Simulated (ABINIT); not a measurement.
**AgCl (Fm-3m): one start, several treatments of the self-energy**

Wanted: the gap of AgCl (Fm-3m) under several approximations, with cost.

Main program and level: ABINIT 10.8.3; PBE and many-body steps on it, plane waves.

## (1) Starting point

The structure is cubic, space group Fm-3m (No. 225). The conventional cell has a = 5.597 Å, b = 5.597 Å, c = 5.597 Å, α = 90.00°, β = 90.00°, γ = 90.00°. Nearest to Ag lie 6 Cl at 2.80 Å. Nearest to Cl lie 6 Ag at 2.80 Å. Farther neighbours and most contacts between anions are not listed.

 The runs that relaxed it are not among those shown.

## (2) Empty states on the mesh, 6×6×6 mesh, 414 bands

This step: ABINIT 10.8.3; DFT, PBE, plane waves, norm-conserving pseudopotentials.

The sums over transitions need many empty states on a uniform mesh; this step solves for them.

run.abi reads:

```
acell 3*1.0 Angstrom
rprim 
  0.000000000000 2.798500000000 2.798500000000
  2.798500000000 0.000000000000 2.798500000000
  2.798500000000 2.798500000000 -0.000000000000
ntypat 2
znucl 47 17
natom 2
typat 1 2
xred 
  0.000000000000 0.000000000000 0.000000000000
  0.500000000000 0.500000000000 0.500000000000
pp_dirpath "pseudos"
pseudos "Ag.upf, Cl.upf"
ecut 37
ngkpt 6 6 6
nshiftk 1
shiftk 0 0 0
kptopt 1
chksymbreak 0
irdden 1
istwfk *1
nband 414
prtvol 0
optdriver 6
gwr_task "HDIAGO"
paral_kgb 0
occopt 1
indata_prefix "in"
outdata_prefix "out"
tmpdata_prefix "tmp"
```

The run is started by

```console
> OMP_NUM_THREADS=1 mpirun -n 8 abinit run.abi > log
```

Output:

```text
.Version 10.8.3 of ABINIT. v10.8.2 released Aug 2026.

 Symmetries : space group Fm -3 m (#225); Bravais cF (face-center cubic)
[... echo of the input left out ...]
== DATASET  1 ==================================================================
-   mpi_nproc: 8, omp_nthreads: 1 (-1 if OMP is not activated)

--- !DatasetInfo
iteration_state: {dtset: 1, }
dimensions: {natom: 2, nkpt: 16, mband: 414, nsppol: 1, nspinor: 1, nspden: 1, mpw: 3218, }
cutoff_energies: {ecut:  37.0, pawecutdg:  -1.0, }
[...]
Indirect band gap semiconductor
 Fundamental gap:     0.921 (eV)
   VBM:     4.308 (eV) at k: [ 5.0000E-01,  0.0000E+00,  0.0000E+00]
   CBM:     5.229 (eV) at k: [ 0.0000E+00,  0.0000E+00,  0.0000E+00]
 Direct gap:         3.124 (eV) at k: [ 0.0000E+00,  0.0000E+00,  0.0000E+00]

== END DATASET(S) ==============================================================
================================================================================

 -outvars: echo values of variables after computation  --------
           etotal      0.0000000000E+00
            nband         414
             nkpt          16
          spgroup         225
 [... the other variables as echoed above ...]

 Calculation completed.
```

Elapsed: 58 s, on 8 MPI ranks of Arm Neoverse V1, shared host; peak memory 4.9 GiB; 7.7 min of CPU time.

This step gave:

- gap: 0.9214 eV
- k of the valence top: 0.5, 0, 0
- k of the conduction bottom: 0, 0, 0
- least direct gap: 3.124 eV
- k points computed: 16
- lowest point of the top converged band, above the valence top: 238.1226 eV

On this mesh the gap is 0.921 eV.

The density comes from a self-consistent run that is not shown.

## (3) Screening, 6×6×6 mesh, 173 bands, screening to 212.2 eV

The RPA dielectric matrix is built and inverted for each q.

This step: RPA screening on PBE, plane waves, norm-conserving pseudopotentials.

Edit run.abi of step 2 so:

```diff
@@ -20,10 +20,11 @@
 chksymbreak 0
-irdden 1
 istwfk *1
-nband 414
-prtvol 0
-optdriver 6
-gwr_task "HDIAGO"
-paral_kgb 0
 occopt 1
+irdwfk 1
+optdriver 3
+nband 173
+ecuteps 7.8
+inclvkb 2
+awtr 1
+symchi 1
 indata_prefix "in"
```

Output:

```text
.Version 10.8.3 of ABINIT. v10.8.2 released Aug 2026.

 Symmetries : space group Fm -3 m (#225); Bravais cF (face-center cubic)
[... echo of the input left out ...]
== DATASET  1 ==================================================================
-   mpi_nproc: 8, omp_nthreads: 1 (-1 if OMP is not activated)

--- !DatasetInfo
iteration_state: {dtset: 1, }
dimensions: {natom: 2, nkpt: 16, mband: 173, nsppol: 1, nspinor: 1, nspden: 1, mpw: 3218, }
cutoff_energies: {ecut:  37.0, pawecutdg:  -1.0, }
electrons: {nelect:   2.60000000E+01, charge:   0.00000000E+00, occopt:   1.00000000E+00, tsmear:   1.00000000E-02, }

 SCREENING: Calculation of the susceptibility and dielectric matrices

 Based on a program developped by R.W. Godby, V. Olevano, G. Onida, and L. Reining.
 Incorporated in ABINIT by V. Olevano, G.-M. Rignanese, and M. Torrent.
.Using double precision arithmetic ; gwpc =  8

[... cell and pseudopotentials left out ...]
--------------------------------------------------------------------------------

 ==== K-mesh for the wavefunctions ====
 Number of points in the irreducible wedge :    16
[... list of points left out ...]
 Together with 48 symmetry operations and time-reversal symmetry
 yields   216 points in the full Brillouin Zone.

 ==== Q-mesh for the screening function ====
 Number of points in the irreducible wedge :    16
[... list of points left out ...]
 Together with 48 symmetry operations and time-reversal symmetry
 yields   216 points in the full Brillouin Zone.

 setmesh: FFT mesh size selected  =    30x   30x   30
          total number of points  =        27000

 vcoul_init : cutoff-mode = AUXILIARY_FUNCTION
 q-points for optical limit:   1
     1)      0.000010    0.000020    0.000030

- screening: taking advantage of time-reversal symmetry
- Maximum band index for partially occupied states nbvw = 13
- Remaining bands to be divided among processors   nbcw = 160
- Number of bands treated by each node ~20

 Number of electrons calculated from density =   26.0000; Expected =   26.0000
 average of density, n =  0.087896
 r_s =    1.3952
 omega_plasma =   28.5984 [eV]

 calculating chi0 at frequencies [eV] :
  1    0.000000E+00    0.000000E+00
  2    0.000000E+00    2.859835E+01

--------------------------------------------------------------------------------
  q-point number  1        q = ( 0.000000, 0.000000, 0.000000) [r.l.u.]
--------------------------------------------------------------------------------
[... chi0 elements left out ...]
 For q-point:  0.000010 0.000020 0.000030
  dielectric constant =   4.8500
  dielectric constant without local fields =   5.3125

  Average fulfillment of the sum rule on Im[epsilon] for q-point    1 :     78.41  [%]
[... wings left out ...]
  q-point number  2        q = ( 0.166667, 0.000000, 0.000000) [r.l.u.]
--------------------------------------------------------------------------------
[... chi0 elements left out ...]
  Average fulfillment of the sum rule on Im[epsilon] for q-point    2 :     89.59  [%]

 [... 14 further q-points ...]
```

Run time: 4.1 min. Hardware: 8 MPI ranks; peak memory 3 GiB; 33 min of CPU time.

Numbers from this step:

- ε∞ with local fields, on this mesh, along the program's q direction: 4.85
- the same without local fields: 5.312
- plasma frequency: 28.60 eV
- plane waves in the screening matrix: 331

Local fields lower ε∞ by 9 %.

## (4) G0W0, Godby-Needs plasmon pole

The self-energy is evaluated for the states that the input lists, and the levels follow from it, in one-shot runs by the linearised quasiparticle equation.

This step: G0W0 on PBE, plane waves, norm-conserving pseudopotentials.

Edit run.abi of step 3 so:

```diff
@@ -23,8 +23,17 @@
 irdwfk 1
-optdriver 3
+optdriver 4
 nband 173
+gwcalctyp 0
+ecutsigx 37
+symsigma 1
+nkptgw 2
+kptgw 
+  0.5000000000 0.0000000000 0.0000000000
+  0.0000000000 0.0000000000 0.0000000000
+bdgw 
+  12 15
+  11 17
 ecuteps 7.8
-inclvkb 2
-awtr 1
-symchi 1
+irdscr 1
+ppmodel 1
 indata_prefix "in"
```

Output:

```text
.Version 10.8.3 of ABINIT. v10.8.2 released Aug 2026.

 Symmetries : space group Fm -3 m (#225); Bravais cF (face-center cubic)
[... echo of the input left out ...]
== DATASET  1 ==================================================================
-   mpi_nproc: 8, omp_nthreads: 1 (-1 if OMP is not activated)

--- !DatasetInfo
iteration_state: {dtset: 1, }
dimensions: {natom: 2, nkpt: 16, mband: 173, nsppol: 1, nspinor: 1, nspden: 1, mpw: 3218, }
cutoff_energies: {ecut:  37.0, pawecutdg:  -1.0, }
electrons: {nelect:   2.60000000E+01, charge:   0.00000000E+00, occopt:   1.00000000E+00, tsmear:   1.00000000E-02, }

 SIGMA: Calculation of the GW corrections

 Based on a program developped by R.W. Godby, V. Olevano, G. Onida, and L. Reining.
 Incorporated in ABINIT by V. Olevano, G.-M. Rignanese, and M. Torrent.
.Using double precision arithmetic ; gwpc =  8

[... cell and pseudopotentials left out ...]
--------------------------------------------------------------------------------

 ==== K-mesh for the wavefunctions ====
 Number of points in the irreducible wedge :    16
[... list of points left out ...]
 Together with 48 symmetry operations and time-reversal symmetry
 yields   216 points in the full Brillouin Zone.

 ==== Q-mesh for screening function ====
 Number of points in the irreducible wedge :    16
[... list of points left out ...]
 Together with 48 symmetry operations and time-reversal symmetry
 yields   216 points in the full Brillouin Zone.

 vcoul_init : cutoff-mode = AUXILIARY_FUNCTION
 q-points for optical limit:   1
     1)      0.000010    0.000020    0.000030
 setmesh: FFT mesh size selected  =    45x   45x   45
          total number of points  =        91125

 Number of electrons calculated from density =   26.0000; Expected =   26.0000
 average of density, n =  0.087896
 r_s =    1.3952
 omega_plasma =   28.5984 [eV]

 === KS Band Gaps ===
  >>>> For spin  1
   Minimum direct gap =   3.1244 [eV], located at k-point      :   0.0000  0.0000  0.0000
   Fundamental gap    =   0.9214 [eV], Top of valence bands at :   0.5000  0.0000  0.0000
                                       Bottom of conduction at :   0.0000  0.0000  0.0000
 SIGMA fundamental parameters:
 PLASMON POLE MODEL  1
 number of plane-waves for SigmaX                 3143
 number of plane-waves for SigmaC and W            331
 number of plane-waves for wavefunctions          3143
 number of bands                                   173
 number of independent spin polarizations            1
 number of spinorial components                      1
 number of k-points in IBZ                          16
 number of q-points in IBZ                          16
 number of symmetry operations                      48
 number of k-points in BZ                          216
 number of q-points in BZ                          216
 number of frequencies for dSigma/dE                 9
 frequency step for dSigma/dE [eV]                0.25
 number of omega for Sigma on real axis              0
 max omega for Sigma on real axis  [eV]           0.00
 zcut for avoiding poles [eV]                     0.10

 EPSILON^-1 parameters (SCR file):
 dimension of the eps^-1 matrix on file            331
 dimension of the eps^-1 matrix used               331
 number of plane-waves for wavefunctions          3143
 number of bands                                   173
 number of q-points in IBZ                          16
 number of frequencies                               2
 number of real frequencies                          1
 number of imag frequencies                          1

 matrix elements of self-energy operator (all in [eV])

 Perturbative Calculation

--- !SelfEnergy_ee
iteration_state: {dtset: 1, }
kpoint     : [   0.500,    0.000,    0.000, ]
spin       : 1
KS_gap     :    4.314
QP_gap     :    5.511
Delta_QP_KS:    1.198
data: !SigmaeeData |
     Band     E0 <VxcDFT>   SigX SigC(E0)      Z dSigC/dE  Sig(E)    E-E0       E
       12   4.308 -21.438 -26.414   3.626   0.794  -0.259 -22.510  -1.072   3.235
       13   4.308 -21.438 -26.414   3.626   0.794  -0.259 -22.510  -1.072   3.235
       14   8.621  -8.967  -4.827  -3.991   0.837  -0.195  -8.842   0.125   8.747
       15  10.699 -13.610  -7.677  -5.128   0.801  -0.248 -12.965   0.644  11.343

--- !SelfEnergy_ee
iteration_state: {dtset: 1, }
kpoint     : [   0.000,    0.000,    0.000, ]
spin       : 1
KS_gap     :    3.124
QP_gap     :    4.655
Delta_QP_KS:    1.531
data: !SigmaeeData |
     Band     E0 <VxcDFT>   SigX SigC(E0)      Z dSigC/dE  Sig(E)    E-E0       E
       11   2.105 -14.483 -18.724   2.577   0.789  -0.268 -15.795  -1.312   0.793
       12   2.105 -14.483 -18.724   2.577   0.789  -0.268 -15.795  -1.312   0.793
       13   2.105 -14.483 -18.724   2.577   0.789  -0.268 -15.795  -1.312   0.793
       14   5.229 -10.715  -6.617  -3.834   0.830  -0.205 -10.496   0.219   5.448
       15  15.026 -12.073  -6.782  -4.521   0.821  -0.219 -11.441   0.632  15.658
       16  15.026 -12.073  -6.782  -4.521   0.821  -0.219 -11.441   0.632  15.658
       17  15.026 -12.073  -6.782  -4.521   0.821  -0.219 -11.441   0.632  15.658

== END DATASET(S) ==============================================================
================================================================================

 -outvars: echo values of variables after computation  --------
           etotal      0.0000000000E+00
            nband         173
             nkpt          16
          spgroup         225
 [... the other variables as echoed above ...]

 Calculation completed.
```

Run time: 31 s. Hardware: 8 MPI ranks; peak memory 3.1 GiB; 4.2 min of CPU time.

This step gave:

| Quantity | Value |
| --- | --- |
| G0W0 gap on the points computed | 2.213 eV |
| starting gap on the mesh | 0.9214 eV |
| k of the valence top | 0.5, 0, 0 |
| k of the conduction bottom | 0, 0, 0 |
| Z at the valence top | 0.794 |
| Z at the conduction bottom | 0.83 |
| least direct G0W0 gap on the computed points | 4.655 eV |

The gap on the mesh goes from 0.92 eV to 2.21 eV, a correction of +1.29 eV.

## (5) G0W0, Engel-Farid plasmon pole

Edit run.abi of step 4 so:

```diff
@@ -37,3 +37,3 @@
 irdscr 1
-ppmodel 1
+ppmodel 4
 indata_prefix "in"
```

Output:

```text
.Version 10.8.3 of ABINIT. v10.8.2 released Aug 2026.

 Symmetries : space group Fm -3 m (#225); Bravais cF (face-center cubic)
[... echo of the input left out ...]
== DATASET  1 ==================================================================
-   mpi_nproc: 8, omp_nthreads: 1 (-1 if OMP is not activated)

--- !DatasetInfo
iteration_state: {dtset: 1, }
dimensions: {natom: 2, nkpt: 16, mband: 173, nsppol: 1, nspinor: 1, nspden: 1, mpw: 3218, }
cutoff_energies: {ecut:  37.0, pawecutdg:  -1.0, }
electrons: {nelect:   2.60000000E+01, charge:   0.00000000E+00, occopt:   1.00000000E+00, tsmear:   1.00000000E-02, }

 SIGMA: Calculation of the GW corrections

 Based on a program developped by R.W. Godby, V. Olevano, G. Onida, and L. Reining.
 Incorporated in ABINIT by V. Olevano, G.-M. Rignanese, and M. Torrent.
.Using double precision arithmetic ; gwpc =  8

[... cell and pseudopotentials left out ...]
--------------------------------------------------------------------------------

 ==== K-mesh for the wavefunctions ====
 Number of points in the irreducible wedge :    16
[... list of points left out ...]
 Together with 48 symmetry operations and time-reversal symmetry
 yields   216 points in the full Brillouin Zone.

 ==== Q-mesh for screening function ====
 Number of points in the irreducible wedge :    16
[... list of points left out ...]
 Together with 48 symmetry operations and time-reversal symmetry
 yields   216 points in the full Brillouin Zone.

 vcoul_init : cutoff-mode = AUXILIARY_FUNCTION
 q-points for optical limit:   1
     1)      0.000010    0.000020    0.000030
 setmesh: FFT mesh size selected  =    45x   45x   45
          total number of points  =        91125

 Number of electrons calculated from density =   26.0000; Expected =   26.0000
[...]
number of omega for Sigma on real axis              0
 max omega for Sigma on real axis  [eV]           0.00
 zcut for avoiding poles [eV]                     0.10

 EPSILON^-1 parameters (SCR file):
 dimension of the eps^-1 matrix on file            331
 dimension of the eps^-1 matrix used               331
 number of plane-waves for wavefunctions          3143
 number of bands                                   173
 number of q-points in IBZ                          16
 number of frequencies                               2
 number of real frequencies                          1
 number of imag frequencies                          1

 matrix elements of self-energy operator (all in [eV])

 Perturbative Calculation

--- !SelfEnergy_ee
iteration_state: {dtset: 1, }
kpoint     : [   0.500,    0.000,    0.000, ]
spin       : 1
KS_gap     :    4.314
QP_gap     :    5.555
Delta_QP_KS:    1.241
data: !SigmaeeData |
     Band     E0 <VxcDFT>   SigX SigC(E0)      Z dSigC/dE  Sig(E)    E-E0       E
       12   4.308 -21.438 -26.414   3.399   0.799  -0.252 -22.697  -1.260   3.048
       13   4.308 -21.438 -26.414   3.399   0.799  -0.252 -22.697  -1.260   3.048
       14   8.621  -8.967  -4.827  -4.163   0.846  -0.182  -8.986  -0.019   8.603
[...]
--- !SelfEnergy_ee
iteration_state: {dtset: 1, }
kpoint     : [   0.000,    0.000,    0.000, ]
spin       : 1
KS_gap     :    3.124
QP_gap     :    4.611
Delta_QP_KS:    1.487
data: !SigmaeeData |
     Band     E0 <VxcDFT>   SigX SigC(E0)      Z dSigC/dE  Sig(E)    E-E0       E
[...]
16  15.026 -12.073  -6.782  -4.615   0.827  -0.210 -11.514   0.559  15.585
       17  15.026 -12.073  -6.782  -4.615   0.827  -0.210 -11.514   0.559  15.585

== END DATASET(S) ==============================================================
================================================================================

 -outvars: echo values of variables after computation  --------
           etotal      0.0000000000E+00
            nband         173
             nkpt          16
          spgroup         225
 [... the other variables as echoed above ...]

 Calculation completed.
```

Run time: 15 s. Hardware: 8 MPI ranks; peak memory 2.8 GiB; 1.9 min of CPU time.

Numbers from this step:

```yaml
g0w0_gap_on_the_points_computed: 2.163 eV
starting_gap_on_the_mesh: 0.9214 eV
k_of_the_valence_top: 0.5, 0, 0
k_of_the_conduction_bottom: 0, 0, 0
z_at_the_valence_top: 0.799
z_at_the_conduction_bottom: 0.839
least_direct_g0w0_gap_on_the_computed_points: 4.611 eV
```

Against G0W0 in ABINIT (6×6×6 mesh, 173 bands, screening to 212.2 eV, Godby-Needs plasmon pole), the gap moves by −0.050 eV.

(Continued in part 2 of 2.)

[Paths, hosts, dates, memory and timing lines, banners, echoed tables and standing remarks are left out of the program output.]

[Logs are printed without paths, hosts, clocks, repeated set-up lines and the standing remarks that a program may print on its own settings, such as how far it seeks lower states.]

[Runs of the session that timed out or met a known fault of the program may be left out.]

[No measured gap is set beside runs whose start may be inverted or whose files or cutoffs have a known fault.]

[Hosts, paths, dates, database ids (printed as entryN), source tags and the programs' standing remarks are cut or masked in the printed files.]

[G0W0 gaps are taken among the corrected bands and points alone; a level outside them can change the order at an edge.]

[Where Ansatz stands beside ABINIT at settings called matched, ABINIT's density can come from a denser mesh and the files from another edition; pairs whose starting gaps differed by over 0.03 eV were left out, so agreement reads better than it is.]
